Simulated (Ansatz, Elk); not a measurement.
**Bonding as seen by X-rays: MgGaB4**

The structure of MgGaB4 used here is made up (a known structure type with other elements) and was relaxed beforehand with PBEsol. The aim is the Fourier transform of its all-electron density, F(hkl), set beside the sum over free spherical atoms that refinements use.

Program: Elk 11.2.3 (patched build). Level of theory: DFT, PBE, all-electron APW+lo, Dirac cores, scalar-relativistic bands, static density, no spin. Results are calculated unless marked as measured.

The structure was built from a prototype and need not be the compound's stable phase.

### 1. The starting structure

The structure is hexagonal, space group P6/mmm (No. 191). Conventional cell: a = 3.064 Å, b = 3.064 Å, c = 6.831 Å, α = 90.00°, β = 90.00°, γ = 120.00°. Nearest to Ga lie 12 B at 2.43 Å. Mg has 12 B at 2.49 Å nearest. Nearest to B lie 3 B at 1.77 Å and 3 Ga at 2.43 Å and 3 Mg at 2.49 Å. Farther neighbours are not listed.

As a file:

```cif
data_structure
_symmetry_space_group_name_H-M 'P 1'
_symmetry_Int_Tables_number 1
_cell_length_a 3.0637
_cell_length_b 3.0637
_cell_length_c 6.8306
_cell_angle_alpha 90.000
_cell_angle_beta 90.000
_cell_angle_gamma 120.000
_cell_volume 55.52
loop_
_atom_site_label
_atom_site_type_symbol
_atom_site_fract_x
_atom_site_fract_y
_atom_site_fract_z
_atom_site_occupancy
Ga1 Ga 0.00000 0.00000 0.00000 1
Mg2 Mg 0.00000 0.00000 0.50000 1
B3 B 0.66667 0.33333 0.75638 1
B4 B 0.33333 0.66667 0.24362 1
B5 B 0.33333 0.66667 0.75638 1
B6 B 0.66667 0.33333 0.24362 1
```

### 2. Ground state and structure factors

An all-electron density is needed, since X-rays see the cores too. Task 0 finds the density and task 195 Fourier-transforms it; tshift is off so that phases refer to the origin typed.

elk.in

```
tasks
  0
  195

xctype
  20

spinpol
  .false.

rgkmax
  7.0

gmaxvr
  14.0

lmaxo
  7

lmaxapw
  8

swidth
  0.002

tshift
  .false.

ramdisk
  .false.

hmaxvr
  5.5

maxscl
  120

epspot
  1e-06

sppath
  './'

avec
  5.78952853253 -0.00000000000 0.00000000000
  -2.89476426627 5.01387878511 0.00000000000
  0.00000000000 0.00000000000 12.90797885332

atoms
  3
  'Ga.in'
  1
  0.0000000000 0.0000000000 0.0000000000   0.000000 0.000000 0.000000
  'Mg.in'
  1
  -0.0000000000 -0.0000000000 0.5000000000   0.000000 0.000000 0.000000
  'B.in'
  4
  0.6666666667 0.3333333333 0.7563822780   0.000000 0.000000 0.000000
  0.3333333333 0.6666666667 0.2436177220   0.000000 0.000000 0.000000
  0.3333333333 0.6666666667 0.7563822780   0.000000 0.000000 0.000000
  0.6666666667 0.3333333333 0.2436177220   0.000000 0.000000 0.000000

ngridk
  8 8 4
```

Command:

```sh
> OMP_NUM_THREADS=4 elk
```

Numbers of over 12 decimals in the logs are rounded to 6 here.

Log:

```text
┌─────────────────────────┐
│ Elk code version 11.2.3 │
└─────────────────────────┘

All units are atomic (Hartree, Bohr, etc.)

┌─────────────────────────────────────────────────┐
│ Ground-state run starting from atomic densities │
└─────────────────────────────────────────────────┘

Lattice vectors :
   5.789528533      -0.000000000       0.000000000
  -2.894764266       5.013878785       0.000000000
   0.000000000       0.000000000       12.90797885

Reciprocal lattice vectors :
   1.085267181      0.6265792988      -0.000000000
   0.000000000       1.253158598      -0.000000000
  -0.000000000      -0.000000000      0.4867675551

Unit cell volume      :    374.6927364
Brillouin zone volume :   0.6620096665

Muffin-tin inner radius fraction :   0.1000000000E-01

Nuclei treated as point charges

Species : 1 (Ga)
 parameters loaded from : Ga.in
 name : gallium
 nuclear charge    :   -31.00000000
 electronic charge :    31.00000000
 atomic mass :    127097.2539
 muffin-tin radius :    2.400000000
 number of radial points in muffin-tin :    993
 inner part over the whole radius :   0.9952882137E-02
 number on inner part of muffin-tin    :    702
 approximate nuclear radius :   0.7562051033E-04
 number of mesh points to nuclear radius :    339
 atomic positions (lattice), magnetic fields (Cartesian) :
  1 :   0.00000000  0.00000000  0.00000000    0.00000000  0.00000000  0.00000000

Species : 2 (Mg)
 parameters loaded from : Mg.in
 name : magnesium
 nuclear charge    :   -12.00000000
 electronic charge :    12.00000000
 atomic mass :    44305.30466
 muffin-tin radius :    2.200000000
 number of radial points in muffin-tin :    793
 inner part over the whole radius :   0.9941530515E-02
 number on inner part of muffin-tin    :    552
 approximate nuclear radius :   0.5710277704E-04
 number of mesh points to nuclear radius :    241
 atomic positions (lattice), magnetic fields (Cartesian) :
  1 :   0.00000000  0.00000000  0.50000000    0.00000000  0.00000000  0.00000000

Species : 3 (B)
 parameters loaded from : B.in
 name : boron
 nuclear charge    :   -5.000000000
 electronic charge :    5.000000000
 atomic mass :    19707.24742
 muffin-tin radius :    1.646292928
 number of radial points in muffin-tin :    593
 inner part over the whole radius :   0.9996972168E-02
 number on inner part of muffin-tin    :    404
 approximate nuclear radius :   0.4534157419E-04
 number of mesh points to nuclear radius :    162
 atomic positions (lattice), magnetic fields (Cartesian) :
  1 :  -0.33333333  0.33333333 -0.24361772    0.00000000  0.00000000  0.00000000
  2 :   0.33333333 -0.33333333  0.24361772    0.00000000  0.00000000  0.00000000
  3 :   0.33333333 -0.33333333 -0.24361772    0.00000000  0.00000000  0.00000000
  4 :  -0.33333333  0.33333333  0.24361772    0.00000000  0.00000000  0.00000000

Total number of atoms per unit cell :    6
Total muffin-tin volume :    177.2681851
 ratio of muffin-tin to unit cell volume :   0.4731028063

Spin treatment :
 spin-unpolarised

Number of Bravais lattice symmetries :   24
Number of crystal symmetries         :   24
Crystal has inversion symmetry
Real symmetric eigensolver will be used

k-point grid :      8     8     4
k-point offset :    0.000000000       0.000000000       0.000000000
k-point set is reduced with full crystal symmetry group
Total number of k-points :       30

Muffin-tin radius times maximum |G+k| :    7.000000000
 using average radius
Maximum |G+k| for APW functions       :    3.754971410
Maximum (1/2)|G+k|²                   :    7.049905146
Maximum |G| for potential and density :    14.00000000
Constant for pseudocharge density :    8
 order of it for each species :   15  15  15
 order of it for pair densities of each species (exact exchange by exxq0 0: 16) :   15  14   6
Radial integration step length :    1

G-vector grid sizes :     27    27    60
Number of G-vectors :    17355

Maximum angular momentum used for
 APW functions            :    8
 outer part of muffin-tin :    7
[...]
electron entropic           :    -0.19482351116790E-03
 total energy                :     -2246.4076838287

Density of states at Fermi energy :    14.94311179
 (states/Hartree/unit cell)

Estimated indirect band gap :   0.1941454601E-01
 from k-point 30 to k-point 24
Estimated direct band gap   :   0.4065580730E-01
 at k-point 20

Charges :
 core                        :    28.00000000
 valence                     :    35.00000000
 interstitial                :    7.671302004
 muffin-tins (core leakage)
  species : 1 (Ga)
[...]
species : 2 (Mg)
[...]
species : 3 (B)
[...]
total in muffin-tins        :    55.32869800
 total calculated charge     :    62.99791082
 total charge                :    63.00000000
 error                       :   0.2089175332E-02

RMS change in Kohn-Sham potential (target) :    4.391286341     (  0.1000000000E-05)
Absolute change in total energy (target)   :    1.792542891     (  0.1000000000E-03)

[... loops 3 to 15 left out ...]

┌──────────────────┐
│ Loop number : 16 │
└──────────────────┘

Energies :
 Fermi                       :     0.319846
 sum of occupied eigenvalues :     -1263.9076008977
 electron kinetic            :      2282.1618047531
 core electron kinetic       :      2069.9497093580
 Coulomb                     :     -4417.4053263678
 Coulomb potential           :     -3405.2991925523
 nuclear-nuclear             :     -311.90696935784
 electron-nuclear            :     -4813.5676743124
 Hartree                     :      708.06931730243
 Madelung                    :     -2714.7557300917
 xc potential                :     -140.77021309848
 exchange                    :     -105.88573950827
 correlation                 :     -2.700710
 electron entropic           :    -0.29862005729826E-03
 total energy                :     -2243.8302695557

Density of states at Fermi energy :    20.98805382
 (states/Hartree/unit cell)

Estimated indirect band gap :   0.1783788156E-02
 from k-point 11 to k-point 1
Estimated direct band gap   :   0.1151079206E-01
 at k-point 1

Charges :
 core                        :    28.00000000
 valence                     :    35.00000000
 interstitial                :    7.873841131
 muffin-tins (core leakage)
  species : 1 (Ga)
[...]
species : 2 (Mg)
[...]
species : 3 (B)
[...]
total in muffin-tins        :    55.12615887
 total calculated charge     :    62.99804640
 total charge                :    63.00000000
 error                       :   0.1953598820E-02

RMS change in Kohn-Sham potential (target) :   0.2429402819E-06 (  0.1000000000E-05)
Absolute change in total energy (target)   :   0.1536254695E-04 (  0.1000000000E-03)

Convergence targets achieved

┌──────────────────┐
│ Loop number : 17 │
└──────────────────┘

Energies :
 Fermi                       :     0.319846
 sum of occupied eigenvalues :     -1263.9076022339
 electron kinetic            :      2282.1618045124
 core electron kinetic       :      2069.9497078314
 Coulomb                     :     -4417.4053278046
 Coulomb potential           :     -3405.2991842773
 nuclear-nuclear             :     -311.90696935784
 electron-nuclear            :     -4813.5676854358
 Hartree                     :      708.06932698900
 Madelung                    :     -2714.7557356660
 xc potential                :     -140.77022246906
 exchange                    :     -105.88573959177
 correlation                 :     -2.700710
 electron entropic           :    -0.29861994150521E-03
 total energy                :     -2243.8302713200

Density of states at Fermi energy :    20.98803869
 (states/Hartree/unit cell)

Estimated indirect band gap :   0.1783788570E-02
 from k-point 11 to k-point 1
Estimated direct band gap   :   0.1151079295E-01
 at k-point 1

Charges :
 core                        :    28.00000000
 valence                     :    35.00000000
 interstitial                :    7.873840965
 muffin-tins (core leakage)
  species : 1 (Ga)
[...]
species : 2 (Mg)
[...]
species : 3 (B)
[...]
atom 2                    :    3.691454981     (  0.2006076385E-03)
   atom 3                    :    3.691454981     (  0.2006076385E-03)
   atom 4                    :    3.691454981     (  0.2006076385E-03)
 total in muffin-tins        :    55.12615903
 total calculated charge     :    62.99804640
 total charge                :    63.00000000
 error                       :   0.1953598842E-02

┌──────────────────────────────┐
│ Self-consistent loop stopped │
└──────────────────────────────┘

Warning : core states of species 1 leak from the muffin-tin :   0.7659376252E-03

Warning : core states of species 3 leak from the muffin-tin :   0.2006076385E-03

Wrote STATE.OUT
```

It took 25 s on 4 threads of Arm Neoverse V1, shared host; peak memory 0.16 GiB; 75 s of CPU time.

SFACRHO.OUT:

```text

h k l indices transformed by vhmat matrix:
   1.000000000       0.000000000       0.000000000    
   0.000000000       1.000000000       0.000000000    
   0.000000000       0.000000000       1.000000000    

      h      k      l  multipl.   |H|            Re(F)            Im(F)           |F|

      0      0      0      1   0.0000000       62.999999      0.10844207E-17   62.999999    
      0      0     -1      2  0.48676756       19.266767     -0.58498946E-14   19.266767    
      0      0     -2      2  0.97353511       21.860916      0.12227905E-13   21.860916    
      0      1      0      6   1.2531586       27.977000      0.12999766E-14   27.977000    
      1     -1     -1     12   1.3443769       15.884980      0.95873272E-14   15.884980    
      0      0      3      2   1.4603027       14.525284      0.17224690E-13   14.525284    
     -1      0     -2     12   1.5868765       36.628666      0.28924479E-13   36.628666    
      0     -1      3     12   1.9242896       14.644711      0.16574701E-13   14.644711    
      0      0      4      2   1.9470702       37.359052     -0.13324760E-13   37.359052    
      1      1      0      6   2.1705344       34.833833     -0.32488627E-12   34.833833    
     -1      2      1     12   2.2244465       13.519690      0.56223987E-13   13.519690    
     -1      0     -4     12   2.3154889       22.978850      0.34124385E-14   22.978850    
      1     -2     -2     12   2.3788632       19.302173      0.28991509E-12   19.302173    
      0      0     -5      2   2.4338378       14.069668     -0.29249473E-13   14.069668    
     -2      0      0      6   2.5063172       22.287741      0.48424127E-13   22.287741    
      2     -2      1     12   2.5531487       12.203778     -0.25674537E-13   12.203778    
     -1     -1      3     12   2.6160473       11.377717      0.17874678E-13   11.377717    
      2     -2      2     12   2.6887537       27.362213      0.32986906E-13   27.362213
```

Elk indexes on the primitive cell of elk.in and gives |H| = 4π sin θ/λ in inverse bohr. Below, one row stands for each form hkl of the conventional cell (m members, Friedel mates merged), F is for one primitive cell and the density is static (no thermal factor). Free-atom factors are Waasmaier and Kirfel's, and R is Σm||F|−|F'||/Σm|F|.

```csv
hkl,m,sin θ/λ (Å⁻¹),"abs F, DFT",neutral atoms,diff.
001,2,0.073,19.267,19.300,-0.034
002,2,0.146,21.861,23.050,-1.189
100,6,0.188,27.977,28.593,-0.616
101,12,0.202,15.885,15.931,-0.046
003,2,0.220,14.525,14.564,-0.039
102,12,0.239,36.629,36.484,+0.145
103,12,0.289,14.645,14.762,-0.117
004,2,0.293,37.359,37.219,+0.140
110,6,0.326,34.834,35.221,-0.387
111,12,0.335,13.520,13.635,-0.116
104,12,0.348,22.979,23.183,-0.204
112,12,0.358,19.302,19.234,+0.068
005,2,0.366,14.070,14.112,-0.042
200,6,0.377,22.288,22.009,+0.279
201,12,0.384,12.204,12.232,-0.029
113,12,0.393,11.378,11.379,-0.002
202,12,0.404,27.362,27.609,-0.247
105,12,0.412,11.164,11.196,-0.032
203,12,0.436,11.786,11.811,-0.024
114,12,0.439,29.253,29.220,+0.033
006,2,0.439,16.305,16.553,-0.248
204,12,0.477,18.291,18.230,+0.062
```

### 3. The highest occupied states alone

An energy window below the Fermi level keeps the highest occupied states, to see at which angles they scatter; shallow core shells can lie inside it and anion s states outside. No new self-consistency is needed.

Changes to elk.in since step 2:

```diff
@@ -1,3 +1,2 @@
 tasks
-  0
   195
@@ -40,2 +39,5 @@
 
+wsfac
+  -0.047650 0.619850
+
 sppath
```

Command:

```sh
> OMP_NUM_THREADS=4 elk
```

Log:

```text
┌─────────────────────────────────┐
│ Elk code version 11.2.3 started │
└─────────────────────────────────┘

Info(readinput): the functional depends on the density's gradient
 muffin-tin radial points multiplied by    2.00000
 (not where nrmtscf is given)

┌────────────────────┐
│ Current task : 195 │
└────────────────────┘
Info(checkmt): changed muffin-tin radius of species 3 (B) from   1.8000 to   1.6463

Info(sfacrho): density structure factors written to SFACRHO.OUT

 Energy window :  -0.4765000000E-01  0.6198500000

┌──────────────────┐
│ Elk code stopped │
└──────────────────┘
```

It took 6.4 s on 4 threads; peak memory 0.17 GiB.

States within 10 eV below the Fermi level hold 14.17 electrons; any levels below the window count with the cores, and a count that is not whole means the window cuts a band. Their amplitudes can exceed the total, where window and core parts have opposite phase:

```csv
hkl,sin θ/λ (Å⁻¹),"abs F, window","abs F, all"
001,0.073,0.734,19.267
002,0.146,4.652,21.861
100,0.188,1.663,27.977
101,0.202,0.279,15.885
003,0.220,0.231,14.525
102,0.239,1.175,36.629
103,0.289,0.073,14.645
004,0.293,0.917,37.359
110,0.326,0.124,34.834
111,0.335,0.009,13.520
```

### 4. Another functional

The difference from free atoms is small, so it is set against the change that LDA (Perdew-Wang) makes.

Changes to elk.in since step 3:

```diff
@@ -1,2 +1,3 @@
 tasks
+  0
   195
@@ -4,3 +5,3 @@
 xctype
-  20
+  3
 
@@ -39,5 +40,2 @@
 
-wsfac
-  -0.047650 0.619850
-
 sppath
```

Command:

```sh
> OMP_NUM_THREADS=4 elk
```

Log:

```text
┌─────────────────────────┐
│ Elk code version 11.2.3 │
└─────────────────────────┘

All units are atomic (Hartree, Bohr, etc.)

┌─────────────────────────────────────────────────┐
│ Ground-state run starting from atomic densities │
└─────────────────────────────────────────────────┘

Lattice vectors :
   5.789528533      -0.000000000       0.000000000
  -2.894764266       5.013878785       0.000000000
   0.000000000       0.000000000       12.90797885

Reciprocal lattice vectors :
   1.085267181      0.6265792988      -0.000000000
[...]
species : 3 (B)
[...]
atom 3                    :    3.691424931     (  0.2142184862E-03)
   atom 4                    :    3.691424931     (  0.2142184862E-03)
 total in muffin-tins        :    55.18240756
 total calculated charge     :    62.99797832
 total charge                :    63.00000000
 error                       :   0.2021684187E-02

┌──────────────────────────────┐
│ Self-consistent loop stopped │
└──────────────────────────────┘

Warning : core states of species 1 leak from the muffin-tin :   0.7871003014E-03

Warning : core states of species 3 leak from the muffin-tin :   0.2142184862E-03

Wrote STATE.OUT
[key lines of the parts left out:]
total energy                :     -2239.3324701218
```

Elapsed: 16 s, on 4 threads; peak memory 0.17 GiB.

Against the first run R = 0.12 %; the largest change is -0.047 at 112.

### 5. Basis size

The basis and the expansions that go with it are enlarged, to see whether the differences are converged.

Changes to elk.in since step 4:

```diff
@@ -5,3 +5,3 @@
 xctype
-  3
+  20
 
@@ -11,12 +11,12 @@
 rgkmax
-  7.0
+  8.5
 
 gmaxvr
-  14.0
+  18.0
 
 lmaxo
-  7
+  9
 
 lmaxapw
-  8
+  10
```

Command:

```sh
> OMP_NUM_THREADS=4 elk
```

Log:

```text
┌─────────────────────────┐
│ Elk code version 11.2.3 │
└─────────────────────────┘

All units are atomic (Hartree, Bohr, etc.)

┌─────────────────────────────────────────────────┐
│ Ground-state run starting from atomic densities │
└─────────────────────────────────────────────────┘

Lattice vectors :
   5.789528533      -0.000000000       0.000000000
  -2.894764266       5.013878785       0.000000000
   0.000000000       0.000000000       12.90797885

Reciprocal lattice vectors :
   1.085267181      0.6265792988      -0.000000000
[...]
species : 3 (B)
[...]
atom 3                    :    3.692687456     (  0.2006548671E-03)
   atom 4                    :    3.692687456     (  0.2006548671E-03)
 total in muffin-tins        :    55.13163332
 total calculated charge     :    62.99844965
 total charge                :    63.00000000
 error                       :   0.1550354358E-02

┌──────────────────────────────┐
│ Self-consistent loop stopped │
└──────────────────────────────┘

Warning : core states of species 1 leak from the muffin-tin :   0.7656758553E-03

Warning : core states of species 3 leak from the muffin-tin :   0.2006548671E-03

Wrote STATE.OUT
[key lines of the parts left out:]
total energy                :     -2243.8317136839
```

Wall time 66 s (4 threads); peak memory 0.32 GiB.

Against the first run R = 0.01 %; the largest change is -0.004 at 304.

### 6. Settings against the effect

```csv
run,R against the first run (%),"R against neutral atoms, low angle (%)",wall time
"PBE, rgkmax 7",0.00,0.88,25 s
LDA (Perdew-Wang),0.12,0.84,16 s
rgkmax 8.5 with larger expansions,0.01,0.88,66 s
```

### 7. Outcome

```json
{
 "R against neutral atoms, sin θ/λ < 0.3 Å⁻¹": "0.88 %",
 "R against neutral atoms, 0.3 to 0.83 Å⁻¹": "0.31 %"
}
```

**Reading.** Independent neutral atoms miss the calculated amplitudes by R = 0.88 % below 0.3 Å⁻¹ and 0.31 % from there to 0.83 Å⁻¹; by shells, 2.97 % below 0.15 Å⁻¹ (2 forms), 0.72 % 0.15 to 0.3 (6 forms), 0.59 % 0.3 to 0.45 (13 forms), 0.24 % above 0.45 (64 forms). Bonding, aspherical density and the tables' own atoms all enter these figures, and the runs don't part them. The largest change of an amplitude is -1.19 electrons, at 002. The window's part falls from 14.2 electrons at the origin to at most 0.24 between 0.45 and 0.83 Å⁻¹. Below 0.3 Å⁻¹ the changes that finished (LDA (Perdew-Wang) and rgkmax 8.5 with larger expansions) move F by R = 0.03 % at most, against the 0.88 % that separates it from free atoms. The k-mesh has no finished test. Part of the difference isn't bonding: the tables are fits to free atoms and ions calculated by other methods than this functional. Thermal motion, anomalous dispersion and extinction are left out.

[Logs are printed without paths, hosts, clocks, repeated set-up lines and the standing remarks that a program may print on its own settings, such as how far it seeks lower states.]

[Hosts, paths, dates, database ids (printed as entryN), source tags and the programs' standing remarks are cut or masked in the printed files.]
